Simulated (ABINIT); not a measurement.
## KMgH3 (Pm-3m): G0W0 in ABINIT against the bands in the self-energy

Aim: move the bands in the self-energy of a G0W0 run on KMgH3 (Pm-3m) over a wide range.

Program: ABINIT 10.8.3. Level of theory: LDA and many-body steps on it, plane waves. Results are calculated unless marked as measured.

**1. Starting point**

Symmetry: Pm-3m, No. 221, cubic system. Conventional cell: a = 4.025 Å, b = 4.025 Å, c = 4.025 Å, α = 90.00°, β = 90.00°, γ = 90.00°. Nearest to K lie 12 H at 2.85 Å. Nearest to Mg lie 6 H at 2.01 Å. Nearest to H lie 2 Mg at 2.01 Å and 8 H at 2.85 Å and 4 K at 2.85 Å. Farther neighbours are not listed.

The cell and positions come from the Crystallography Open Database and are kept as given unless a step says otherwise.

**2. Screening, 2×2×2 mesh, 116 bands, screening to 176.9 eV**

This step: ABINIT 10.8.3; RPA screening on LDA, plane waves, norm-conserving pseudopotentials.

The RPA dielectric matrix is built and inverted for each q.

Input file run.abi:

```
acell 3*1.0 Angstrom
rprim 
  4.025000000000 0.000000000000 0.000000000000
  0.000000000000 4.025000000000 0.000000000000
  0.000000000000 0.000000000000 4.025000000000
ntypat 3
znucl 19 12 1
natom 5
typat 1 2 3 3 3
xred 
  0.000000000000 0.000000000000 0.000000000000
  0.500000000000 0.500000000000 0.500000000000
  0.000000000000 0.500000000000 0.500000000000
  0.500000000000 0.000000000000 0.500000000000
  0.500000000000 0.500000000000 0.000000000000
pp_dirpath "pseudos"
pseudos "K.upf, Mg.upf, H.upf"
ecut 38
ngkpt 2 2 2
nshiftk 1
shiftk 0 0 0
kptopt 1
chksymbreak 0
istwfk *1
occopt 1
irdwfk 1
optdriver 3
nband 116
ecuteps 6.5
inclvkb 2
awtr 1
symchi 1
indata_prefix "in"
outdata_prefix "out"
tmpdata_prefix "tmp"
```

The run is started by

```bash
OMP_NUM_THREADS=1 mpirun -n 4 abinit run.abi > log
```

The program printed:

```text
.Version 10.8.3 of ABINIT. v10.8.2 released Aug 2026.

 Symmetries : space group Pm -3 m (#221); Bravais cP (primitive cubic)
[... echo of the input left out ...]
== DATASET  1 ==================================================================
-   mpi_nproc: 4, omp_nthreads: 1 (-1 if OMP is not activated)

--- !DatasetInfo
iteration_state: {dtset: 1, }
dimensions: {natom: 5, nkpt: 4, mband: 116, nsppol: 1, nspinor: 1, nspden: 1, mpw: 4950, }
cutoff_energies: {ecut:  38.0, pawecutdg:  -1.0, }
electrons: {nelect:   2.20000000E+01, charge:   0.00000000E+00, occopt:   1.00000000E+00, tsmear:   1.00000000E-02, }

 SCREENING: Calculation of the susceptibility and dielectric matrices

 Based on a program developped by R.W. Godby, V. Olevano, G. Onida, and L. Reining.
 Incorporated in ABINIT by V. Olevano, G.-M. Rignanese, and M. Torrent.
.Using double precision arithmetic ; gwpc =  8

[... cell and pseudopotentials left out ...]
--------------------------------------------------------------------------------

 ==== K-mesh for the wavefunctions ====
 Number of points in the irreducible wedge :     4
[... list of points left out ...]
 Together with 48 symmetry operations and time-reversal symmetry
 yields     8 points in the full Brillouin Zone.

 ==== Q-mesh for the screening function ====
 Number of points in the irreducible wedge :     4
[... list of points left out ...]
 Together with 48 symmetry operations and time-reversal symmetry
 yields     8 points in the full Brillouin Zone.

 setmesh: FFT mesh size selected  =    30x   30x   30
          total number of points  =        27000

 vcoul_init : cutoff-mode = AUXILIARY_FUNCTION
 q-points for optical limit:   1
     1)      0.000010    0.000020    0.000030

- screening: taking advantage of time-reversal symmetry
- Maximum band index for partially occupied states nbvw = 11
- Remaining bands to be divided among processors   nbcw = 105
- Number of bands treated by each node ~26

 Number of electrons calculated from density =   22.0000; Expected =   22.0000
 average of density, n =  0.049995
 r_s =    1.6839
 omega_plasma =   21.5685 [eV]

 calculating chi0 at frequencies [eV] :
  1    0.000000E+00    0.000000E+00
  2    0.000000E+00    2.156849E+01

--------------------------------------------------------------------------------
  q-point number  1        q = ( 0.000000, 0.000000, 0.000000) [r.l.u.]
--------------------------------------------------------------------------------
[... chi0 elements left out ...]
 For q-point:  0.000010 0.000020 0.000030
  dielectric constant =   4.4003
  dielectric constant without local fields =   4.9234

  Average fulfillment of the sum rule on Im[epsilon] for q-point    1 :     62.39  [%]
[... wings left out ...]
  q-point number  2        q = ( 0.500000, 0.000000, 0.000000) [r.l.u.]
--------------------------------------------------------------------------------
[... chi0 elements left out ...]
  Average fulfillment of the sum rule on Im[epsilon] for q-point    2 :     66.75  [%]

 [... 2 further q-points ...]
```

The job ended after 8.8 s (4 MPI ranks of Arm Neoverse V1, shared host; peak memory 0.73 GiB).

Numbers from this step:

| Property | Result |
| --- | --- |
| ε∞ with local fields, on this mesh, along the program's q direction | 4.400 |
| the same without local fields | 4.923 |
| plasma frequency | 21.57 eV |
| plane waves in the screening matrix | 365 |

Local fields lower ε∞ by 11 %. On a Γ-centred mesh this coarse the value itself is usually too large, while a short band sum pulls it down.

**3. 19 bands**

This step: G0W0 on LDA, plane waves, norm-conserving pseudopotentials.

run.abi: that of step 2 with these lines changed.

```diff
@@ -26,8 +26,19 @@
 irdwfk 1
-optdriver 3
-nband 116
+optdriver 4
+nband 19
+gwcalctyp 0
+ecutsigx 38
+symsigma 1
+nkptgw 3
+kptgw 
+  0.5000000000 0.0000000000 0.0000000000
+  0.5000000000 0.5000000000 0.5000000000
+  0.0000000000 0.0000000000 0.0000000000
+bdgw 
+  10 13
+  9 15
+  10 14
 ecuteps 6.5
-inclvkb 2
-awtr 1
-symchi 1
+irdscr 1
+ppmodel 1
 indata_prefix "in"
```

The program printed:

```text
.Version 10.8.3 of ABINIT. v10.8.2 released Aug 2026.

 Symmetries : space group Pm -3 m (#221); Bravais cP (primitive cubic)
[... echo of the input left out ...]
== DATASET  1 ==================================================================
-   mpi_nproc: 4, omp_nthreads: 1 (-1 if OMP is not activated)

--- !DatasetInfo
iteration_state: {dtset: 1, }
dimensions: {natom: 5, nkpt: 4, mband: 19, nsppol: 1, nspinor: 1, nspden: 1, mpw: 4950, }
cutoff_energies: {ecut:  38.0, pawecutdg:  -1.0, }
electrons: {nelect:   2.20000000E+01, charge:   0.00000000E+00, occopt:   1.00000000E+00, tsmear:   1.00000000E-02, }

 SIGMA: Calculation of the GW corrections

 Based on a program developped by R.W. Godby, V. Olevano, G. Onida, and L. Reining.
 Incorporated in ABINIT by V. Olevano, G.-M. Rignanese, and M. Torrent.
.Using double precision arithmetic ; gwpc =  8

[... cell and pseudopotentials left out ...]
--------------------------------------------------------------------------------

 ==== K-mesh for the wavefunctions ====
 Number of points in the irreducible wedge :     4
[... list of points left out ...]
 Together with 48 symmetry operations and time-reversal symmetry
 yields     8 points in the full Brillouin Zone.

 ==== Q-mesh for screening function ====
 Number of points in the irreducible wedge :     4
[... list of points left out ...]
 Together with 48 symmetry operations and time-reversal symmetry
 yields     8 points in the full Brillouin Zone.

 vcoul_init : cutoff-mode = AUXILIARY_FUNCTION
 q-points for optical limit:   1
     1)      0.000010    0.000020    0.000030
 setmesh: FFT mesh size selected  =    45x   45x   45
          total number of points  =        91125

 Number of electrons calculated from density =   22.0000; Expected =   22.0000
 average of density, n =  0.049995
 r_s =    1.6839
 omega_plasma =   21.5685 [eV]

 === KS Band Gaps ===
  >>>> For spin  1
   Minimum direct gap =   4.2158 [eV], located at k-point      :   0.5000  0.5000  0.5000
   Fundamental gap    =   2.0485 [eV], Top of valence bands at :   0.5000  0.0000  0.0000
                                       Bottom of conduction at :   0.5000  0.5000  0.5000
 SIGMA fundamental parameters:
 PLASMON POLE MODEL  1
 number of plane-waves for SigmaX                 4945
 number of plane-waves for SigmaC and W            365
 number of plane-waves for wavefunctions          4945
 number of bands                                    19
 number of independent spin polarizations            1
 number of spinorial components                      1
 number of k-points in IBZ                           4
 number of q-points in IBZ                           4
 number of symmetry operations                      48
 number of k-points in BZ                            8
 number of q-points in BZ                            8
 number of frequencies for dSigma/dE                 9
 frequency step for dSigma/dE [eV]                0.25
 number of omega for Sigma on real axis              0
 max omega for Sigma on real axis  [eV]           0.00
 zcut for avoiding poles [eV]                     0.10

 EPSILON^-1 parameters (SCR file):
 dimension of the eps^-1 matrix on file            365
 dimension of the eps^-1 matrix used               365
 number of plane-waves for wavefunctions          4945
 number of bands                                   116
 number of q-points in IBZ                           4
 number of frequencies                               2
 number of real frequencies                          1
 number of imag frequencies                          1

 matrix elements of self-energy operator (all in [eV])

 Perturbative Calculation

--- !SelfEnergy_ee
iteration_state: {dtset: 1, }
kpoint     : [   0.500,    0.000,    0.000, ]
spin       : 1
KS_gap     :    5.054
QP_gap     :    7.580
Delta_QP_KS:    2.526
data: !SigmaeeData |
     Band     E0 <VxcDFT>   SigX SigC(E0)      Z dSigC/dE  Sig(E)    E-E0       E
       10  -1.018 -10.065 -13.670   3.135   0.787  -0.271 -10.435  -0.370  -1.388
       11   1.864 -11.059 -14.320   3.148   0.803  -0.246 -11.149  -0.090   1.773
       12   6.918  -9.618  -4.223  -2.489   0.838  -0.193  -7.183   2.435   9.353
       13   6.918  -9.618  -4.223  -2.489   0.838  -0.193  -7.183   2.435   9.353

--- !SelfEnergy_ee
iteration_state: {dtset: 1, }
kpoint     : [   0.500,    0.500,    0.500, ]
spin       : 1
KS_gap     :    4.216
QP_gap     :    6.585
Delta_QP_KS:    2.370
data: !SigmaeeData |
     Band     E0 <VxcDFT>   SigX SigC(E0)      Z dSigC/dE  Sig(E)    E-E0       E
        9  -0.303 -10.514 -14.164   3.227   0.791  -0.265 -10.848  -0.335  -0.638
       10  -0.303 -10.514 -14.164   3.227   0.791  -0.265 -10.848  -0.335  -0.638
[...]
--- !SelfEnergy_ee
iteration_state: {dtset: 1, }
kpoint     : [   0.000,    0.000,    0.000, ]
spin       : 1
KS_gap     :    5.981
QP_gap     :    8.340
Delta_QP_KS:    2.359
data: !SigmaeeData |
     Band     E0 <VxcDFT>   SigX SigC(E0)      Z dSigC/dE  Sig(E)    E-E0       E
[...]
12   7.350  -9.313  -4.160  -2.463   0.837  -0.195  -7.062   2.251   9.601
       13   7.350  -9.313  -4.160  -2.463   0.837  -0.195  -7.062   2.251   9.601
       14   7.350  -9.313  -4.160  -2.463   0.837  -0.195  -7.062   2.251   9.601

== END DATASET(S) ==============================================================
================================================================================

 -outvars: echo values of variables after computation  --------
           etotal      0.0000000000E+00
            nband          19
             nkpt           4
          spgroup         221
 [... the other variables as echoed above ...]

 Calculation completed.
```

The job ended after 5.6 s (4 MPI ranks; peak memory 0.73 GiB; 22 s of CPU time).

This step gave:

```
G0W0 gap on the points computed              : 4.174 eV
starting gap on the mesh                     : 2.048 eV
k of the valence top                         : 0.5, 0, 0
k of the conduction bottom                   : 0.5, 0.5, 0.5
Z at the valence top                         : 0.803
Z at the conduction bottom                   : 0.836
least direct G0W0 gap on the computed points : 6.585 eV
```

**4. 20 bands**

run.abi: that of step 3 with these lines changed.

```diff
@@ -27,3 +27,3 @@
 optdriver 4
-nband 19
+nband 20
 gwcalctyp 0
```

The program printed:

```text
.Version 10.8.3 of ABINIT. v10.8.2 released Aug 2026.

 Symmetries : space group Pm -3 m (#221); Bravais cP (primitive cubic)
[... echo of the input left out ...]
== DATASET  1 ==================================================================
-   mpi_nproc: 4, omp_nthreads: 1 (-1 if OMP is not activated)

--- !DatasetInfo
iteration_state: {dtset: 1, }
dimensions: {natom: 5, nkpt: 4, mband: 20, nsppol: 1, nspinor: 1, nspden: 1, mpw: 4950, }
cutoff_energies: {ecut:  38.0, pawecutdg:  -1.0, }
electrons: {nelect:   2.20000000E+01, charge:   0.00000000E+00, occopt:   1.00000000E+00, tsmear:   1.00000000E-02, }

 SIGMA: Calculation of the GW corrections

 Based on a program developped by R.W. Godby, V. Olevano, G. Onida, and L. Reining.
 Incorporated in ABINIT by V. Olevano, G.-M. Rignanese, and M. Torrent.
.Using double precision arithmetic ; gwpc =  8

[... cell and pseudopotentials left out ...]
--------------------------------------------------------------------------------

 ==== K-mesh for the wavefunctions ====
 Number of points in the irreducible wedge :     4
[... list of points left out ...]
 Together with 48 symmetry operations and time-reversal symmetry
 yields     8 points in the full Brillouin Zone.

 ==== Q-mesh for screening function ====
 Number of points in the irreducible wedge :     4
[... list of points left out ...]
 Together with 48 symmetry operations and time-reversal symmetry
 yields     8 points in the full Brillouin Zone.

 vcoul_init : cutoff-mode = AUXILIARY_FUNCTION
 q-points for optical limit:   1
     1)      0.000010    0.000020    0.000030
 setmesh: FFT mesh size selected  =    45x   45x   45
          total number of points  =        91125

 Number of electrons calculated from density =   22.0000; Expected =   22.0000
[...]
number of plane-waves for wavefunctions          4945
 number of bands                                   116
 number of q-points in IBZ                           4
 number of frequencies                               2
 number of real frequencies                          1
 number of imag frequencies                          1

 matrix elements of self-energy operator (all in [eV])

 Perturbative Calculation

--- !SelfEnergy_ee
iteration_state: {dtset: 1, }
kpoint     : [   0.500,    0.000,    0.000, ]
spin       : 1
KS_gap     :    5.054
QP_gap     :    7.575
Delta_QP_KS:    2.520
data: !SigmaeeData |
     Band     E0 <VxcDFT>   SigX SigC(E0)      Z dSigC/dE  Sig(E)    E-E0       E
       10  -1.018 -10.065 -13.670   3.112   0.787  -0.271 -10.453  -0.388  -1.406
       11   1.864 -11.059 -14.320   3.135   0.802  -0.246 -11.160  -0.101   1.762
       12   6.918  -9.618  -4.223  -2.507   0.838  -0.194  -7.199   2.419   9.337
[...]
--- !SelfEnergy_ee
iteration_state: {dtset: 1, }
kpoint     : [   0.500,    0.500,    0.500, ]
spin       : 1
KS_gap     :    4.216
QP_gap     :    6.572
Delta_QP_KS:    2.356
data: !SigmaeeData |
     Band     E0 <VxcDFT>   SigX SigC(E0)      Z dSigC/dE  Sig(E)    E-E0       E
[...]
--- !SelfEnergy_ee
iteration_state: {dtset: 1, }
kpoint     : [   0.000,    0.000,    0.000, ]
spin       : 1
KS_gap     :    5.981
QP_gap     :    8.351
Delta_QP_KS:    2.370
data: !SigmaeeData |
     Band     E0 <VxcDFT>   SigX SigC(E0)      Z dSigC/dE  Sig(E)    E-E0       E
[...]
13   7.350  -9.313  -4.160  -2.486   0.836  -0.196  -7.083   2.230   9.580
       14   7.350  -9.313  -4.160  -2.486   0.836  -0.196  -7.083   2.230   9.580

== END DATASET(S) ==============================================================
================================================================================

 -outvars: echo values of variables after computation  --------
           etotal      0.0000000000E+00
            nband          20
             nkpt           4
          spgroup         221
 [... the other variables as echoed above ...]

 Calculation completed.
```

It took 5.7 s on 4 MPI ranks; peak memory 0.73 GiB.

Numbers from this step:

```
G0W0 gap on the points computed              : 4.162 eV
starting gap on the mesh                     : 2.048 eV
k of the valence top                         : 0.5, 0, 0
k of the conduction bottom                   : 0.5, 0.5, 0.5
Z at the valence top                         : 0.802
Z at the conduction bottom                   : 0.835
least direct G0W0 gap on the computed points : 6.572 eV
```

[end of part 1 of 2]

[Paths, hosts, dates, memory and timing lines, banners, echoed tables and standing remarks are left out of the program output.]

[Logs are printed without paths, hosts, clocks, repeated set-up lines and the standing remarks that a program may print on its own settings, such as how far it seeks lower states.]

[Runs of the session that timed out or met a known fault of the program may be left out.]

[Hosts, paths, dates, database ids (printed as entryN), source tags and the programs' standing remarks are cut or masked in the printed files.]

[G0W0 gaps are taken among the corrected bands and points alone; a level outside them can change the order at an edge.]

[Where Ansatz stands beside ABINIT at settings called matched, ABINIT's density can come from a denser mesh and the files from another edition; pairs whose starting gaps differed by over 0.03 eV were left out, so agreement reads better than it is.]
